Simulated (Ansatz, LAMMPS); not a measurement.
# Which site? a vacancy of Ge in amorphous Si0.7Ge0.3 (120 atoms), part 2 of 3

Aim: make a vacancy of Ge at several sites of amorphous Si0.7Ge0.3 (120 atoms), relax each, and compare their energies.

Ansatz 0.2.0; Kohn-Sham DFT, PBE, PAW (set soft_2), plane waves.

The cell: 84 Si and 36 Ge. The quench rate of 100 K/ps is orders of magnitude faster than experiment. The network of bonds at the start is that of the classical potential that made the cell. Only the Γ point is sampled, in a cell whose shortest periodic width is 14 Å.

So far. Step 2 (Single point at the start): The r.m.s. force at the start is 0.27 eV/Å. Step 3 (Relaxation): The relaxation converged after 19 steps, 4.76 eV below its start, with a largest force component of 0.036 eV/Å.

**4. Single point at the relaxed geometry**

One more single point at the end of the walk gives the fuller output and checks the residual forces.

Contents of input.yaml:

```yaml
crystal:
  lattice:
    - [13.7704, 0.0, 0.0]
    - [0.0, 13.7704, 0.0]
    - [0.0, 0.0, 13.7704]
  atoms:
    - { symbol: Si, position: [0.12948, 0.78624, 0.28208] }
    - { symbol: Si, position: [0.7443, 0.60641, 0.08618] }
    - { symbol: Si, position: [0.78992, 0.18355, 0.89882] }
    - { symbol: Si, position: [0.75806, 0.06757, 0.76615] }
    - { symbol: Si, position: [0.81864, 0.84421, 0.15334] }
    - { symbol: Si, position: [0.69392, 0.84357, 0.91868] }
    [... 108 atom lines left out ...]
    - { symbol: Ge, position: [0.89864, 0.95135, 0.38943] }
    - { symbol: Ge, position: [0.98985, 0.07705, 0.12826] }
    - { symbol: Ge, position: [0.3149, 0.41218, 0.77573] }
    - { symbol: Ge, position: [0.00515, 0.45886, 0.47326] }
    - { symbol: Ge, position: [0.78605, 0.32161, 0.30532] }
    - { symbol: Ge, position: [0.03672, 0.81047, 0.79446] }
kpoints:
  mp_grid: { grid: [1, 1, 1] }
hamiltonian:
  xc: pbe
scf:
  occupations: { method: gaussian, width: 0.025 }
output:
  forces: true
  stress: true
  populations: true
  dos:
    method: { smearing: { sigma: 0.08 } }
    de: 0.1
    projected: { site_lists: { Ge: [Ge], Si: [Si] } }
  eigenvalues: true
  write_density: true
  write_potential: true
  volumetric_format: npy
  elf: true
```

Started as:

```bash
ansatz run input.yaml --threads 4 --pin off --max-ram 8192MiB --backend cpu --events-out ev --progress --plain --runs-dir out
```

Numbers of over 12 decimals in the logs are rounded to 6 here.

Log:

```text
[...]
Crystal: 120 atoms, lattice volume = 2611.197 Å³
Basis set: ecut = 420 eV, 50883 PW (Γ), exchange–correlation on 192×192×192 points (8 copies of the dense FFT grid, shifted against one another)
Bands: 540, of which v1, the nominal top of the filled ones, is band 420 counted from 1 (419 counted from 0)
Symmetry: 1 space group operations
[...]
k-points: 1
[...]
SCF iter   1: F=—  HF=-207996.600101 eV  |F-HF|=—  |Δ(HF+E_count)|=         —  Δρ=3.26e-3  dr2=1.14e0  ethr=1.77e-3  ⟨swp⟩=6.0  Hψ=2182  notcnv=0  defer=31
[...]
SCF iter  12: F=-207996.436692 eV  HF=-207996.436692 eV  |F-HF|=4.66e-10  |Δ(HF+E_count)|=   7.75e-8  Δρ=7.41e-7  dr2=5.51e-8  ethr=1.19e-11  ⟨swp⟩=14.0  Hψ=4018  notcnv=0
SCF 1 converged in 12 iterations: F = -207996.436692 eV  dr2 = 5.51e-8
[...]
SCF converged after 12 iterations
Free energy (F): -207996.436692 eV
[...]
Internal energy: -207996.436692 eV  (E = F + TS)
E sigma→0 (E₀):  -207996.436692 eV
Fermi energy:    6.496264 eV
[...]
--- Forces (eV/Å), atoms counted from 1 ---
  atom   1  Si    -0.00257332    -0.00248274     0.00077084
  atom   2  Si     0.00444346    -0.00242907    -0.00489799
  atom   3  Si    -0.00374756    -0.00126361     0.00197452
  atom   4  Si    -0.00393817     0.00565304    -0.00067856
  atom   5  Si     0.00554144     0.00212391    -0.00656099
  atom   6  Si     0.00779323    -0.01214154     0.00742133
  atom   7  Si     0.00549264    -0.01115186     0.00089759
  atom   8  Si    -0.01464330     0.00845848    -0.00514253
  atom   9  Si     0.00548197    -0.00498941     0.00077057
  atom  10  Si    -0.01441217     0.00153014    -0.00105808
  atom  11  Si    -0.00398659    -0.00269354    -0.00021697
  atom  12  Si     0.00658928     0.01129723    -0.00429270
  atom  13  Si    -0.00593676    -0.00163938     0.00673585
  atom  14  Si    -0.00459157     0.00108272     0.00232090
[...]
atom 119  Ge     0.00931554     0.00280959    -0.00071105
  atom 120  Ge     0.00295281    -0.01440161    -0.00553127
  max |Σ_I F_I| component: 4.47e-5 eV/Å
--- Stress (GPa, compression-positive) ---
       -0.830906      -0.148866      -0.044773
       -0.148866      -1.728645       0.275425
       -0.044773       0.275425       0.017960
  P = ⅓ Tr σ = -0.8472 GPa (-8.472 kbar)
--- Band table (eV) ---
[...]
--- Löwdin populations: 120 sites ---
  site symbol       q [e]
     0     Si      3.9586
     1     Si      3.9535
     2     Si      3.9488
[...]
119     Ge     13.9873
  spilling = 0.005619 (of n_electrons = 840.000000)
```

Wall time 74 s (4 threads of Arm Neoverse V2, shared host); peak memory 3.7 GiB; 4.8 min of CPU time.

Read from the output:

```
free energy                                      : -207996.4367 eV
free energy per atom                             : -1733.3036 eV/atom
SCF cycles                                       : 12
pressure                                         : -0.8472 GPa
r.m.s. force component                           : 0.00875 eV/Å
longest force                                    : 0.04367 eV/Å
Fermi energy                                     : 6.496 eV
gap (highest filled to lowest empty level) : 0.2155 eV
spilling of the projection                       : 0.005619
```

Löwdin charges by element and coordination (they lack the spilled electrons, 0.039 e an atom on average):

```csv
element,coordination,atoms,mean charge (e),spread,least,most
Ge,all,36,-0.0051,0.0312,-0.102,0.0539
Ge,3,3,-0.008,0.0675,-0.102,0.0539
Ge,4,33,-0.0049,0.0254,-0.0687,0.0507
Si,all,84,0.0584,0.0299,-0.0129,0.120
Si,3,2,0.0288,0.0301,-0.0013,0.0588
Si,4,75,0.0611,0.0291,-0.0119,0.120
Si,5,7,0.0382,0.0253,-0.0129,0.0751
```

States in the cell by windows of 1 eV, zero at the Fermi level; the larger projections on atomic orbitals stand beside the total:

```csv
from (eV),to (eV),total,Si p,Ge p,Si s,Ge s
-18,-13,0.0,0.0,0.0,0.0,0.0
-13,-12,2.0,0.0,0.0,1.3,0.7
-12,-11,17.1,2.9,1.2,8.4,4.4
-11,-10,32.2,6.9,2.6,14.2,8.3
-10,-9,34.3,7.9,3.0,14.0,9.3
-9,-8,39.0,10.1,3.8,17.2,7.6
-8,-7,27.0,8.5,3.1,10.5,4.8
-7,-6,30.3,10.7,3.7,10.9,4.8
-6,-5,33.1,13.3,5.2,10.8,3.5
-5,-4,34.1,19.3,7.2,5.5,1.8
-4,-3,56.5,35.8,14.3,4.2,1.6
-3,-2,69.4,44.4,19.0,3.7,1.5
-2,-1,66.5,42.1,19.2,2.8,1.3
-1,0,38.5,23.0,11.1,2.2,1.2
0,1,26.6,12.9,6.4,3.7,2.0
1,2,55.4,25.0,11.2,9.3,4.4
2,3,70.4,32.8,14.3,10.0,3.4
```

The curve was stored every 0.10 eV, coarse against its broadening of 0.08 eV, so these counts are rough.

Between -25 and -18 eV lie 360 more states.

The levels nearest the highest filled one (over half full), pooled over k-points and spins:

```csv
level less the highest filled one (eV),occupation
-0.325,2
-0.278,2
-0.220,2
-0.178,2
-0.045,2
0,2
0.215,0
0.35,0
0.412,0
0.457,0
0.567,0
0.671,0
```

Valence density in the ab plane at fractional z = 0.052, with atoms of Si and Ge within 0.2 Å of it. It is the smooth field of the valence electrons, not physical close to the nuclei.

Ten steps, logarithmic in the rise over the least value, from '0' (0 e/Å³) to '9' (25 e/Å³), each cell a mean:
```
111000000000000112111110000000000000011
110000000000001111100000000000000000001
000000000011111110000001111100011111000
000000011111111100000001111111112221100
000000011110111000000011111111011111000
000000011111110000001111111100000111000
000000111111100000011343211000001111100
111111111000000000012698421111111111111
111111100000000000012476321111222211222
111111000000000000011111111111111111111
112110000000000111000000001122110000001
011111000000111111100000001122110000000
001111000001110111100000001111110000000
000111100001111111100000111110111000000
000111110000111111111111112211111000000
011111111000000112222221111111111100000
112210111000000112222221111111111111111
122112221100001111111111112111111111111
111111222211124532100000111111110001111
110001368522248962100000011111110000111
100001379631135642110000001111100000011
110001123211011222211000000000000000011
111000000000000111111110000000000000011
211000000000000111111110000000000000011
```
Columns run along a (13.8 Å), rows up along b (13.8 Å). Atoms in or near the plane, at fractional coordinates: Si at (0.04, 0.62), Si at (0.74, 0.44), Si at (0.47, 0.03), Si at (0.14, 0.32), Si at (0.28, 0.80), Si at (0.37, 0.45), Si at (0.72, 0.20), Ge at (0.38, 0.18), Ge at (0.58, 0.67).

Electrostatic potential energy in the ab plane at fractional z = 0.052, with atoms of Si and Ge within 0.2 Å of it. With pseudopotentials it is smooth inside the atoms' cores, unlike the true potential.

Values in eV, 13 rows by 16 columns, each cell a mean:
```
  1   8  10  10  10   9   5  -1   4   8   9  10  10   9   9   4
  9   9   9   6  -3   3   5   8   9   5 -11   1   8   3   3   8
 10  10   9  -5 -40 -15   8   9   9   3 -19  -2   8   4   4   9
  7   8   6   5  -2   5  10   8  -3 -15   2   8   8   4   0   7
-28 -13   6   8  10  10  10   8 -11 -27  -3 -10 -11  -1 -10  -1
-20  -7   8  10  10   9   8   7   7   6   7 -11 -12   6   8   4
  8   4   6   9   7 -19 -19   6   9  10   7 -13 -11   8  10  10
  9   5   4   8   6 -19 -19   5   8   5   3 -26 -23   7  10  10
  5 -13 -33   0   9   8   5  -6   0 -18 -10   5   5   4   7   5
-18  -4 -16   2   8   5   0   2   6   3   1 -12   0   6   3 -31
 -1   8  -6 -25  -4 -16 -29   0   9  10  -5 -37 -12   9   7  -6
  5   9  -1 -15   1   1  -6  -6   3   9   8   4   7  10   9   5
  3   9  10  10  10  10  -2 -39 -18   7  10  10  10  10   9   4
```
Columns run along a (13.8 Å; values clipped at the 3rd and 97th percentile), rows up along b (13.8 Å). Atoms in or near the plane, at fractional coordinates: Si at (0.04, 0.62), Si at (0.74, 0.44), Si at (0.47, 0.03), Si at (0.14, 0.32), Si at (0.28, 0.80), Si at (0.37, 0.45), Si at (0.72, 0.20), Ge at (0.38, 0.18), Ge at (0.58, 0.67).

The highest filled and lowest empty levels differ by 0.215 eV (at Γ alone); a semilocal functional tends to put such gaps too low. In a disordered cell it changes from sample to sample, and tail or defect levels can set it. Mean Löwdin charges: Ge -0.01, Si +0.06 e (they miss 0.56 % of the electrons, so they add up to more than the cell's charge). Charges this small depend on the projection, at times even in sign. Within 0.4 eV of the Fermi level the largest share is Si p (56 % of the projected weight).

**5. Vacancy of Ge, site Ge101**

The site has 3 bonded neighbours (Si3) at 2.55 Å on average, by cutoffs that count no bonds between two metal atoms or like ions. The change is made in the relaxed cell and the atoms are relaxed again.

Contents of input.yaml:

```yaml
crystal:
  lattice:
    - [13.7704, 0.0, 0.0]
    - [0.0, 13.7704, 0.0]
    - [0.0, 0.0, 13.7704]
  atoms:
    [... atom lines 1 to 97 left out ...]
    - { symbol: Ge, position: [0.04345, 0.08412, 0.84702] }
    - { symbol: Ge, position: [0.57574, 0.09832, 0.91879] }
    - { symbol: Ge, position: [0.34802, 0.8854, 0.4681] }
    - { symbol: Ge, position: [0.38382, 0.17864, 0.06458] }
    - { symbol: Ge, position: [0.5766, 0.67125, 0.0614] }
    - { symbol: Ge, position: [0.20747, 0.15621, 0.037] }
    - { symbol: Ge, position: [0.17042, 0.6881, 0.96684] }
    [... atom lines 105 to 119 left out ...]
kpoints:
  mp_grid: { grid: [1, 1, 1] }
hamiltonian:
  xc: pbe
scf:
  occupations: { method: gaussian, width: 0.025 }
output:
  forces: true
  eigenvalues: true
relax:
  f_tol: 0.05
  max_steps: 90
```

Log:

```text
[...]
Crystal: 119 atoms, lattice volume = 2611.197 Å³
Basis set: ecut = 420 eV, 50883 PW (Γ), exchange–correlation on 192×192×192 points (8 copies of the dense FFT grid, shifted against one another)
Bands: 532, of which v1, the nominal top of the filled ones, is band 413 counted from 1 (412 counted from 0)
Symmetry: 1 space group operations
[...]
k-points: 1
[...]
SCF iter   1: F=—  HF=-203700.143089 eV  |F-HF|=—  |Δ(HF+E_count)|=         —  Δρ=3.21e-3  dr2=9.95e-1  ethr=1.77e-3  ⟨swp⟩=6.0  Hψ=2154  notcnv=0  defer=31
[...]
SCF iter   8: F=-203699.988157 eV  HF=-203699.988162 eV  |F-HF|=5.33e-6  |Δ(HF+E_count)|=   6.65e-5  Δρ=1.70e-5  dr2=4.63e-5  ethr=7.57e-9  ⟨swp⟩=10.0  Hψ=2954  notcnv=0
SCF 1 converged in 8 iterations: F = -203699.988157 eV  dr2 = 4.63e-5
[...]
relax step   1: F+E_penalty+E_count = -203699.98815706 eV  Δ(F+E_penalty+E_count) = +0.000e0 eV  max|allowed force component| = 8.515e-1 eV/Å  Δτ_max = 0.0000 Å  (8 SCF iters, dr2 threshold 6.25e-5 eV, accepted)
[...]
relax step   2: F+E_penalty+E_count = -203700.52725000 eV  Δ(F+E_penalty+E_count) = -5.391e-1 eV  max|allowed force component| = 4.320e-1 eV/Å  Δτ_max = 0.1961 Å  (7 SCF iters, dr2 threshold 4.53e-5 eV, accepted)
[...]
relax step   3: F+E_penalty+E_count = -203700.76724112 eV  Δ(F+E_penalty+E_count) = -2.400e-1 eV  max|allowed force component| = 1.484e-1 eV/Å  Δτ_max = 0.1957 Å  (7 SCF iters, dr2 threshold 1.17e-5 eV, accepted)
relax step   4: F+E_penalty+E_count = -203700.85312225 eV  Δ(F+E_penalty+E_count) = -8.588e-2 eV  max|allowed force component| = 1.266e-1 eV/Å  Δτ_max = 0.1460 Å  (9 SCF iters, dr2 threshold 2.60e-6 eV, accepted)
relax step   5: F+E_penalty+E_count = -203700.92049298 eV  Δ(F+E_penalty+E_count) = -6.737e-2 eV  max|allowed force component| = 1.894e-1 eV/Å  Δτ_max = 0.1616 Å  (11 SCF iters, accepted)
relax step   6: F+E_penalty+E_count = -203701.04023843 eV  Δ(F+E_penalty+E_count) = -1.197e-1 eV  max|allowed force component| = 5.388e-1 eV/Å  Δτ_max = 0.1947 Å  (7 SCF iters, dr2 threshold 2.61e-5 eV, accepted)
relax step   7: F+E_penalty+E_count = -203701.23539890 eV  Δ(F+E_penalty+E_count) = -1.952e-1 eV  max|allowed force component| = 8.481e-1 eV/Å  Δτ_max = 0.1944 Å  (5 SCF iters, dr2 threshold 1.00e-4 eV, accepted)
relax step   8: F+E_penalty+E_count = -203701.47568702 eV  Δ(F+E_penalty+E_count) = -2.403e-1 eV  max|allowed force component| = 9.259e-1 eV/Å  Δτ_max = 0.1947 Å  (5 SCF iters, dr2 threshold 1.00e-4 eV, accepted)
relax step   9: F+E_penalty+E_count = -203701.70341582 eV  Δ(F+E_penalty+E_count) = -2.277e-1 eV  max|allowed force component| = 5.812e-1 eV/Å  Δτ_max = 0.1946 Å  (5 SCF iters, dr2 threshold 1.00e-4 eV, accepted)
relax step  10: F+E_penalty+E_count = -203701.93928048 eV  Δ(F+E_penalty+E_count) = -2.359e-1 eV  max|allowed force component| = 2.410e-1 eV/Å  Δτ_max = 0.2000 Å  (6 SCF iters, dr2 threshold 1.00e-4 eV, accepted)
relax step  11: F+E_penalty+E_count = -203702.05037034 eV  Δ(F+E_penalty+E_count) = -1.111e-1 eV  max|allowed force component| = 4.197e-1 eV/Å  Δτ_max = 0.1950 Å  (7 SCF iters, dr2 threshold 9.98e-6 eV, accepted)
relax step  12: F+E_penalty+E_count = -203702.09786346 eV  Δ(F+E_penalty+E_count) = -4.749e-2 eV  max|allowed force component| = 1.414e-1 eV/Å  Δτ_max = 0.0928 Å  (6 SCF iters, dr2 threshold 3.03e-5 eV, accepted)
relax step  13: F+E_penalty+E_count = -203702.11628770 eV  Δ(F+E_penalty+E_count) = -1.842e-2 eV  max|allowed force component| = 8.556e-2 eV/Å  Δτ_max = 0.0288 Å  (8 SCF iters, accepted)
relax step  14: F+E_penalty+E_count = -203702.08967298 eV  Δ(F+E_penalty+E_count) = +2.661e-2 eV  max|allowed force component| = 2.189e-1 eV/Å  Δτ_max = 0.2000 Å  (11 SCF iters, rejected (line search))
relax step  15: F+E_penalty+E_count = -203702.14257398 eV  Δ(F+E_penalty+E_count) = -2.629e-2 eV  max|allowed force component| = 7.497e-2 eV/Å  Δτ_max = 0.0992 Å  (10 SCF iters, accepted)
relax step  16: F+E_penalty+E_count = -203702.16253676 eV  Δ(F+E_penalty+E_count) = -1.996e-2 eV  max|allowed force component| = 8.744e-2 eV/Å  Δτ_max = 0.0973 Å  (10 SCF iters, accepted)
relax step  17: F+E_penalty+E_count = -203702.18849636 eV  Δ(F+E_penalty+E_count) = -2.596e-2 eV  max|allowed force component| = 1.836e-1 eV/Å  Δτ_max = 0.1426 Å  (7 SCF iters, dr2 threshold 5.87e-6 eV, accepted)
relax step  18: F+E_penalty+E_count = -203702.21113272 eV  Δ(F+E_penalty+E_count) = -2.264e-2 eV  max|allowed force component| = 3.550e-1 eV/Å  Δτ_max = 0.1519 Å  (6 SCF iters, dr2 threshold 3.37e-5 eV, accepted)
relax step  19: F+E_penalty+E_count = -203702.29783169 eV  Δ(F+E_penalty+E_count) = -8.670e-2 eV  max|allowed force component| = 4.311e-1 eV/Å  Δτ_max = 0.1920 Å  (6 SCF iters, dr2 threshold 1.00e-4 eV, accepted)
relax step  20: F+E_penalty+E_count = -203702.45290887 eV  Δ(F+E_penalty+E_count) = -1.551e-1 eV  max|allowed force component| = 1.721e-1 eV/Å  Δτ_max = 0.1959 Å  (6 SCF iters, dr2 threshold 1.00e-4 eV, accepted)
relax step  21: F+E_penalty+E_count = -203702.60236896 eV  Δ(F+E_penalty+E_count) = -1.495e-1 eV  max|allowed force component| = 4.496e-1 eV/Å  Δτ_max = 0.1956 Å  (8 SCF iters, dr2 threshold 4.72e-6 eV, accepted)
relax step  22: F+E_penalty+E_count = -203702.78221918 eV  Δ(F+E_penalty+E_count) = -1.799e-1 eV  max|allowed force component| = 2.921e-1 eV/Å  Δτ_max = 0.1912 Å  (7 SCF iters, dr2 threshold 3.22e-5 eV, accepted)
relax step  23: F+E_penalty+E_count = -203702.89486886 eV  Δ(F+E_penalty+E_count) = -1.126e-1 eV  max|allowed force component| = 1.991e-1 eV/Å  Δτ_max = 0.1948 Å  (6 SCF iters, dr2 threshold 3.60e-5 eV, accepted)
relax step  24: F+E_penalty+E_count = -203702.94288183 eV  Δ(F+E_penalty+E_count) = -4.801e-2 eV  max|allowed force component| = 1.406e-1 eV/Å  Δτ_max = 0.0919 Å  (7 SCF iters, dr2 threshold 1.67e-5 eV, accepted)
relax step  25: F+E_penalty+E_count = -203702.96508232 eV  Δ(F+E_penalty+E_count) = -2.220e-2 eV  max|allowed force component| = 6.681e-2 eV/Å  Δτ_max = 0.0645 Å  (6 SCF iters, dr2 threshold 9.18e-6 eV, accepted)
[...]
relax step  26: F+E_penalty+E_count = -203702.97244641 eV  Δ(F+E_penalty+E_count) = -7.364e-3 eV  max|allowed force component| = 2.973e-2 eV/Å  Δτ_max = 0.0334 Å  (9 SCF iters, accepted)
SCF converged after 9 iterations
Free energy (F): -203702.972446 eV
[...]
Internal energy: -203702.972446 eV  (E = F + TS)
E sigma→0 (E₀):  -203702.972446 eV
Fermi energy:    6.362102 eV
[...]
--- Forces (eV/Å), atoms counted from 1 ---
  atom   1  Si    -0.00648651     0.00484271    -0.00011010
  atom   2  Si     0.00187641     0.00683224     0.00547003
  atom   3  Si     0.00385973    -0.00031304    -0.00371575
  atom   4  Si     0.00088446    -0.00126969    -0.00153475
  atom   5  Si    -0.00114346    -0.00435140     0.00355285
  atom   6  Si    -0.01418072    -0.00238624    -0.01204802
  atom   7  Si     0.00426620     0.00688248    -0.00134220
  atom   8  Si    -0.01279189    -0.00318208    -0.00163501
  atom   9  Si     0.00247658    -0.00041418     0.00179028
  atom  10  Si     0.00124199    -0.00177761     0.00945681
  atom  11  Si     0.00616534     0.00042238     0.00681127
  atom  12  Si     0.00010665    -0.00478771     0.00669744
  atom  13  Si    -0.00096296    -0.00010452    -0.00010210
  atom  14  Si     0.00946238     0.00129996     0.00812891
[...]
atom 118  Ge    -0.00585477    -0.00279889     0.00206302
  atom 119  Ge    -0.00075297     0.00002899    -0.00325745
  max |Σ_I F_I| component: 3.45e-5 eV/Å
--- Band table (eV) ---
[...]
--- Relaxed structure (26 steps of the walk, 25 accepted, 0 SCFs on fresh bases) ---
  F+E_penalty+E_count = -203702.97244641 eV   max|allowed force component| = 2.973e-2 eV/Å
  atoms:
    - { symbol: Si, position: [0.140281, 0.783599, 0.288974] }
    - { symbol: Si, position: [0.734171, 0.601762, 0.085360] }
    - { symbol: Si, position: [0.792560, 0.185218, 0.894983] }
    - { symbol: Si, position: [0.756237, 0.073260, 0.762063] }
[...]
- { symbol: Ge, position: [0.030125, 0.808672, 0.784475] }
```

It took 19 min on 4 threads; peak memory 3.7 GiB; 76 min of CPU time.

The relaxation converged after 26 steps, 2.98 eV below its start, with a largest force component of 0.030 eV/Å.

The surroundings of the place of the removed atom, after relaxation: 15 atoms, nearest first, with positions taken from that point. Atoms keep their numbers of the cell before the removal, where the removed atom was number 101.

```csv
atom,x,y,z,distance (Å),bonds
Si49,1.49,1.11,1.02,2.11,4
Si12,0.06,2.03,-0.80,2.18,4
Ge96,-1.85,-2.18,-0.15,2.86,4
Si72,-0.63,-2.10,1.92,2.91,4
Si54,1.44,-0.98,2.35,2.93,4
Si33,-2.99,-0.13,-0.77,3.09,4
Si50,-2.13,1.73,-1.95,3.36,4
Ge85,1.65,2.06,-2.62,3.72,4
Si30,1.80,-0.24,-3.30,3.76,4
Si26,-0.41,-0.91,-3.67,3.80,4
Ge107,-0.18,3.71,0.96,3.83,4
Ge113,0.87,2.41,2.97,3.92,4
Ge109,-2.23,2.69,2.01,4.03,4
Ge86,-1.48,-2.75,-2.56,4.04,4
Si41,-3.74,1.21,0.97,4.05,4
```

The column of bonds counts only the pairs Si-Si within 2.77 Å, Si-Ge within 2.93 Å, Ge-Ge within 2.98 Å; other neighbours, such as metal atoms beside each other in a compound, aren't counted, and periodic images can show an atom twice.

The largest move is 1.27 Å, by Si30.

**6. Vacancy of Ge, site Ge95**

The site has 4 bonded neighbours (SiGe3) at 2.51 Å on average. 

Input and log are left out; they have the form of those shown for this kind of step.

Wall time 17 min (4 threads of Arm Neoverse V2, shared host); peak memory 3.7 GiB.

The relaxation converged after 22 steps, 1.51 eV below its start, with a largest force component of 0.039 eV/Å.

(Part 2 of 3 ends here.)

[Logs are printed without paths, hosts, clocks, repeated set-up lines and the standing remarks that a program may print on its own settings, such as how far it seeks lower states.]

[Hosts, paths, dates, database ids (printed as entryN), source tags and the programs' standing remarks are cut or masked in the printed files.]
